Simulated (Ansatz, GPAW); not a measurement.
# Work function of a 9-layer slab of Ta(100) at several levels, part 2 of 2

Wanted: work functions and dipole of a 9-layer slab of Ta(100), with the cost of each level.

GPAW 26.7.0 and Ansatz 0.2.0; Ansatz plane waves; slab in vacuum with a dipole correction, relaxation (the session's first sound run).

So far, upper work function (eV): step 2 (relaxing the atoms, PBE) 3.80; step 6 (self-consistent run: xc = "vdW-DF2", GPAW, PAW setups, GPAW) 4.20; step 7 (self-consistent run: xc = "revPBE") 3.67; step 8 (self-consistent run: xc = "RPBE") 3.66; step 9 (real-space grid: mode = "fd", PBE, GPAW) 3.80.

### Step 10. The ladder

Times are for 1 thread of Arm Neoverse V2, shared host. Results by setting:

| no. | run | upper work function (eV) | lower work function (eV) | time | memory (GiB) |
| --- | --- | --- | --- | --- | --- |
| 1 | pw | 3.800 | 3.992 | 7.3 min | 0.4 |
| 2 | optPBE vdW | 4.026 | 4.191 | 9.3 min | 0.56 |
| 3 | LDA | 4.054 | 4.224 | 7 min | 0.4 |
| 4 | vdW DF2 | 4.197 | 4.335 | 19 min | 0.56 |
| 5 | revPBE | 3.675 | 3.878 | 7 min | 0.4 |
| 6 | RPBE | 3.658 | 3.863 | 7.1 min | 0.4 |
| 7 | fd | 3.799 | 3.990 | 48 min | 2.8 |

### Step 11. A second plane-wave code

A second program with its own datasets checks the number independently.

This step: Ansatz plane waves; slab in vacuum with a dipole correction (Ansatz 0.2.0).

File input.yaml:

```yaml
crystal:
  lattice:
    - [3.31, 0.0, 0.0]
    - [0.0, 3.31, 0.0]
    - [0.0, 0.0, 27.24]
  atoms:
    - { symbol: Ta, position: [0.0, 0.0, 0.2569750367] }
    - { symbol: Ta, position: [0.5, 0.5, 0.3177312775] }
    - { symbol: Ta, position: [0.0, 0.0, 0.3784875184] }
    - { symbol: Ta, position: [0.5, 0.5, 0.4392437592] }
    - { symbol: Ta, position: [0.0, 0.0, 0.5004354045] }
    - { symbol: Ta, position: [0.5, 0.5, 0.5608226088] }
    - { symbol: Ta, position: [0.0, 0.0, 0.6235777454] }
    - { symbol: Ta, position: [0.5, 0.5, 0.6845525598] }
    - { symbol: Ta, position: [0.0, 0.0, 0.7380838921] }
kpoints:
  mp_grid: { grid: [10, 10, 1] }
hamiltonian:
  xc: pbe
scf:
  occupations: { method: fermi_dirac, width: 0.1 }
efield:
  axis: 3
  dipole_correction: true
  ramp_width: 0.05
output:
  forces: true
  write_potential: true
  write_density: true
  volumetric_format: npy
  elf: true
```

Launch:

```bash
> ansatz run input.yaml --threads 4 --pin off --max-ram 8192MiB --backend cpu --events-out ev --progress --plain --runs-dir out
```

Wall time 13 s (4 threads of Arm Neoverse V2, shared host); peak memory 0.88 GiB; 51 s of CPU time.

This step gave:

- upper work function: 3.803 eV
- lower work function: 3.993 eV
- dipole along the normal: 0.01148 e·Å
- dipole field: 0.006962 V/Å

The electrostatic potential energy of an electron (with the applied field's), less the Fermi level, planar mean oscillates, so the rows of the table below give means over windows of 1.7 Å about each position, cut where the curve ends. Its maxima inside the range that stand out by 2 % of the span (Å: eV): 7.8: -7.21, 9.5: -7.15, 11.2: -7.17, 12.8: -6.88, 14.5: -7.15, 16.2: -6.43, 17.9: -7.13, 19.3: -10.0. Its minima: 7.0: -13.5, 8.7: -13.2, 10.4: -13.1, 11.9: -13.0, 13.6: -13.0, 15.3: -13.0, 17.0: -13.2, 18.7: -13.3, 20.0: -13.7.

Electrostatic potential energy of an electron (with the applied field's), less the Fermi level, planar mean against z; means over each step:

| z (Å) | electrostatic potential energy of an electron (with the applied field's), less the Fermi level, planar mean (eV) |
| --- | --- |
| 0.85 | 3.98 |
| 2.55 | 3.99 |
| 4.25 | 3.78 |
| 5.95 | -2.18 |
| 7.65 | -10.3 |
| 9.35 | -10.1 |
| 11.05 | -10.1 |
| 12.75 | -9.92 |
| 14.45 | -10.1 |
| 16.15 | -9.62 |
| 17.85 | -10.1 |
| 19.55 | -11.9 |
| 21.25 | -1.32 |
| 22.95 | 3.64 |
| 24.65 | 3.80 |
| 26.35 | 3.82 |

The valence density, planar mean oscillates, so the rows of the table below give means over windows of 1.7 Å about each position, cut where the curve ends. Its maxima inside the range that stand out by 2 % of the span (Å: e/Å³): 7.1: 0.897, 8.7: 0.916, 10.4: 0.918, 11.9: 0.918, 13.6: 0.920, 15.3: 0.915, 17.0: 0.915, 18.7: 0.940, 20.0: 0.921. Its minima: 7.8: 0.455, 9.5: 0.446, 11.2: 0.456, 12.8: 0.437, 14.5: 0.452, 16.2: 0.411, 17.9: 0.450, 19.4: 0.620.

Table of valence density, planar mean by z; means over each step:

| z (Å) | valence density, planar mean (e/Å³) |
| --- | --- |
| 0.85 | 4.0e-6 |
| 2.55 | 1.5e-4 |
| 4.25 | 0.00510 |
| 5.95 | 0.243 |
| 7.65 | 0.717 |
| 9.35 | 0.721 |
| 11.05 | 0.722 |
| 12.75 | 0.716 |
| 14.45 | 0.726 |
| 16.15 | 0.695 |
| 17.85 | 0.723 |
| 19.55 | 0.809 |
| 21.25 | 0.201 |
| 22.95 | 0.00389 |
| 24.65 | 1.1e-4 |
| 26.35 | 3.3e-6 |

Force by atom:

| atom | x (eV/Å) | y (eV/Å) | z (eV/Å) | size |
| --- | --- | --- | --- | --- |
| Ta1 | 0.00 | 0.00 | 1.27 | 1.27 |
| Ta2 | 0.00 | 0.00 | -1.18 | 1.18 |
| Ta3 | 0.00 | 0.00 | -0.42 | 0.42 |
| Ta4 | 0.00 | 0.00 | 0.34 | 0.34 |
| Ta5 | 0.00 | 0.00 | 0.00 | 0.00 |
| Ta6 | 0.00 | 0.00 | 0.00 | 0.00 |
| Ta7 | 0.00 | 0.00 | 0.00 | 0.00 |
| Ta8 | 0.00 | 0.00 | 0.00 | 0.00 |
| Ta9 | 0.00 | 0.00 | 0.00 | 0.00 |

ELF in the ca plane at fractional y = 0.000, with atoms of Ta within 0.2 Å of it. It is the smooth field of the valence electrons, not physical close to the nuclei.

Values, 5 rows by 16 columns, each cell a mean:
```
0.36 0.57 0.35 0.34 0.55 0.43 0.37 0.48 0.52 0.36 0.46 0.57 0.19 0.09 0.02 0.00
0.38 0.27 0.42 0.45 0.27 0.35 0.49 0.32 0.28 0.48 0.39 0.25 0.16 0.10 0.02 0.00
0.49 0.36 0.50 0.48 0.38 0.48 0.46 0.47 0.39 0.45 0.54 0.32 0.22 0.11 0.02 0.00
0.35 0.37 0.38 0.42 0.35 0.33 0.48 0.33 0.34 0.47 0.37 0.36 0.15 0.09 0.02 0.00
0.37 0.47 0.35 0.32 0.48 0.44 0.32 0.47 0.48 0.32 0.47 0.51 0.21 0.09 0.02 0.00
```
Columns run along c (16.0 Å, from fractional 0.33 to 0.92 of the cell), rows up along a (3.3 Å). Atoms in or near the plane, at fractional coordinates: Ta at (0.38, 0.00), Ta at (0.50, 0.00), Ta at (0.62, 0.00), Ta at (0.74, 0.00).

Valence density in the ca plane at fractional y = 0.000, with atoms of Ta within 0.2 Å of it. It is the smooth field of the valence electrons, not physical close to the nuclei.

Values in e/Å³, 5 rows by 16 columns, each cell a mean:
```
0.9 3.5 0.7 0.4 3.1 1.6 0.2 2.1 2.7 0.3 1.8 3.0 0.2 0.0 0.0 0.0
0.3 0.6 0.3 0.2 0.5 0.3 0.2 0.4 0.5 0.3 0.4 0.5 0.1 0.0 0.0 0.0
0.2 0.2 0.2 0.2 0.2 0.2 0.2 0.2 0.2 0.2 0.3 0.2 0.0 0.0 0.0 0.0
0.4 1.2 0.3 0.3 1.1 0.6 0.2 0.7 0.9 0.3 0.7 1.0 0.1 0.0 0.0 0.0
1.2 4.0 0.9 0.4 3.6 2.0 0.2 2.6 3.1 0.3 2.2 3.4 0.3 0.0 0.0 0.0
```
Columns run along c (16.0 Å, from fractional 0.33 to 0.92 of the cell), rows up along a (3.3 Å). Atoms in or near the plane, at fractional coordinates: Ta at (0.38, 0.00), Ta at (0.50, 0.00), Ta at (0.62, 0.00), Ta at (0.74, 0.00).

Electrostatic potential energy in the ca plane at fractional y = 0.000, with atoms of Ta within 0.2 Å of it. With pseudopotentials it is smooth inside the atoms' cores, unlike the true potential.

Values in eV, 5 rows by 16 columns, each cell a mean:
```
 -6 -45  -2   4 -40 -16   9 -25 -34   6 -20 -39   3  12  12  12
  7  -2   8   9  -1   5  10   3   1  10   4  -1   9  12  12  12
 10   9  10  10   9  10  10  10   9  10   9   8  11  12  12  12
  4 -12   6   8 -10   0  10  -4  -7   9  -2 -10   8  12  12  12
-10 -55  -5   2 -49 -22   8 -33 -42   5 -27 -48   2  11  12  12
```
Columns run along c (16.0 Å, from fractional 0.33 to 0.92 of the cell; values clipped at the 3rd and 97th percentile), rows up along a (3.3 Å). Atoms in or near the plane, at fractional coordinates: Ta at (0.38, 0.00), Ta at (0.50, 0.00), Ta at (0.62, 0.00), Ta at (0.74, 0.00).

The upper face's work function is 3.803 eV, against 3.800 eV in the first plane-wave PBE run at this geometry.

### Step 12. Side by side

Results and costs are gathered.

This step: comparison of work functions, dipole and cost (GPAW 26.7.0).

Ladder, by row:

| step | code | work function, upper (eV) | work function, lower (eV) | dipole (e Å) | wall time (s) | peak memory (GiB) | threads |
| --- | --- | --- | --- | --- | --- | --- | --- |
| pw | GPAW | 3.8 | 3.992 | 0.0114 | 439 | 0.4 | 1 |
| optPBE-vdW | GPAW | 4.026 | 4.191 | 0.009783 | 555.7 | 0.56 | 1 |
| LDA | GPAW | 4.054 | 4.224 | 0.01002 | 421.1 | 0.4 | 1 |
| vdW-DF2 | GPAW | 4.197 | 4.335 | 0.008176 | 1110 | 0.56 | 1 |
| revPBE | GPAW | 3.675 | 3.878 | 0.01212 | 417.8 | 0.4 | 1 |
| RPBE | GPAW | 3.658 | 3.863 | 0.01218 | 427.9 | 0.4 | 1 |
| fd | GPAW | 3.799 | 3.99 | 0.0116 | 2899 | 2.83 | 1 |
| ansatz | Ansatz | 3.803 | 3.993 | 0.01148 | 13.27 | 0.883 | 4 |

### Step 13. A changed run

One more run, with changed settings.

This step: GPAW, PAW setups; slab in vacuum (GPAW 26.7.0).

File run.py:

```python
import json
import numpy as np
from ase import Atoms
from gpaw import GPAW, PW

slab = Atoms(
    ['Ta', 'Ta', 'Ta', 'Ta', 'Ta', 'Ta', 'Ta', 'Ta', 'Ta'],
    positions=[
        [0.00000, 0.00000, 7.00000],
        [1.65500, 1.65500, 8.65500],
        [0.00000, 0.00000, 10.31000],
        [1.65500, 1.65500, 11.96500],
        [0.00000, 0.00000, 13.63186],
        [1.65500, 1.65500, 15.27681],
        [0.00000, 0.00000, 16.98626],
        [1.65500, 1.65500, 18.64721],
        [-0.00000, 0.00000, 20.10541]],
    cell=[[3.31, 0.0, 0.0], [0.0, 3.31, 0.0], [0.0, 0.0, 27.24]],
    pbc=[True, True, False])

slab.calc = GPAW(mode=PW(400), xc='pbe96', kpts={'size': (10, 10, 1), 'gamma': True},
                 occupations={'name': 'fermi-dirac', 'width': 0.1}, nbands='160%',
                 convergence={'density': 1e-05}, maxiter=50,
                 poissonsolver={'dipolelayer': 'xy'},
                 symmetry={'tolerance': 1e-3}, txt='slab.txt')
result = {}
energy = slab.get_potential_energy()
fermi = slab.calc.get_fermi_level()
v = slab.calc.get_electrostatic_potential().mean((0, 1)) - fermi
n = slab.calc.get_pseudo_density().mean((0, 1))
L = slab.cell[2, 2]
z = np.arange(len(v)) * L / len(v)
low, high = slab.positions[:, 2].min(), slab.positions[:, 2].max()
below, above = np.interp([low - 4.8, high + 4.8], z, v)
slopes = [np.interp(x, z, np.gradient(v, z)) for x in (low - 4.8, high + 4.8)]
eps = np.array([[slab.calc.get_eigenvalues(k, s) for k in range(len(slab.calc.get_ibz_k_points()))]
                for s in range(slab.calc.get_number_of_spins())]) - fermi
top, bottom = eps[eps < 0].max(), eps[eps > 0].min()
dipole = slab.get_dipole_moment()[2]
print(f'energy {energy:.4f} eV, Fermi level {fermi:.4f} eV, dipole {dipole:.5f} e A')
print(f'potential 4.8 A off the faces, from the Fermi level: lower {below:.4f} eV, upper {above:.4f} eV')
print(f'slope of the potential there: lower {slopes[0]:.5f}, upper {slopes[1]:.5f} eV/A')
print(f'nearest levels on the mesh: {top:.4f} and {bottom:.4f} eV')
print('magnetic moment', round(slab.get_magnetic_moment(), 3))
result.update(energy=energy, fermi=fermi, dipole=dipole, below=below, above=above, slopes=slopes, edges=[top, bottom],
              z=z.tolist(), v=v.tolist(), n=n.tolist(), positions=slab.positions.tolist(),
              forces=slab.get_forces(apply_constraint=False).tolist(), moments=slab.get_magnetic_moments().tolist())
json.dump(result, open('result.json', 'w'))
```

Launch:

```bash
> OMP_NUM_THREADS=1 OPENBLAS_NUM_THREADS=1 python run.py
```

The job ended after 0.57 s (1 thread; peak memory 0.1 GiB).

The program refused the input before any cycle.

The program's message: “NameError: Unknown functional: pbe96.”

The change that led to it: xc = "pbe96".

### Step 14. Results

* work function, upper and lower face: 3.800 and 3.992 eV
* dipole along the normal: 0.0114 e Å

**Reading.** With plane waves and PBE the work function is 3.80 eV on the upper face and 3.99 eV on the lower. The two faces differ by 0.19 eV, the step that the slab's dipole makes (e p/(ε0 A) gives 0.19 eV), so the dipole layer is needed. The lowest atoms were held at bulk positions, which alone makes the faces unlike. The measured value for this face is 4.1 eV (as compiled in "Anisotropic work function of elemental crystals", 2019, arxiv:1902.07811); the relaxed upper face lies 0.30 eV under it with PBE, and LDA comes nearest (4.05 eV). Measured work functions scatter by a tenth of an eV or more between methods. Over the sound runs of the table the upper face's work function spans 3.658 (RPBE) to 4.197 eV (vdW-DF2). The two plane-wave codes differ by 0.0033 eV on the upper face. The in-plane lattice was kept as typed, which isn't the functional's own and leaves some strain; spin-orbit coupling and temperature are left out.

[Logs are printed without paths, hosts, clocks, repeated set-up lines and the standing remarks that a program may print on its own settings, such as how far it seeks lower states.]

[Hosts, paths, dates, database ids (printed as entryN), source tags and the programs' standing remarks are cut or masked in the printed files.]
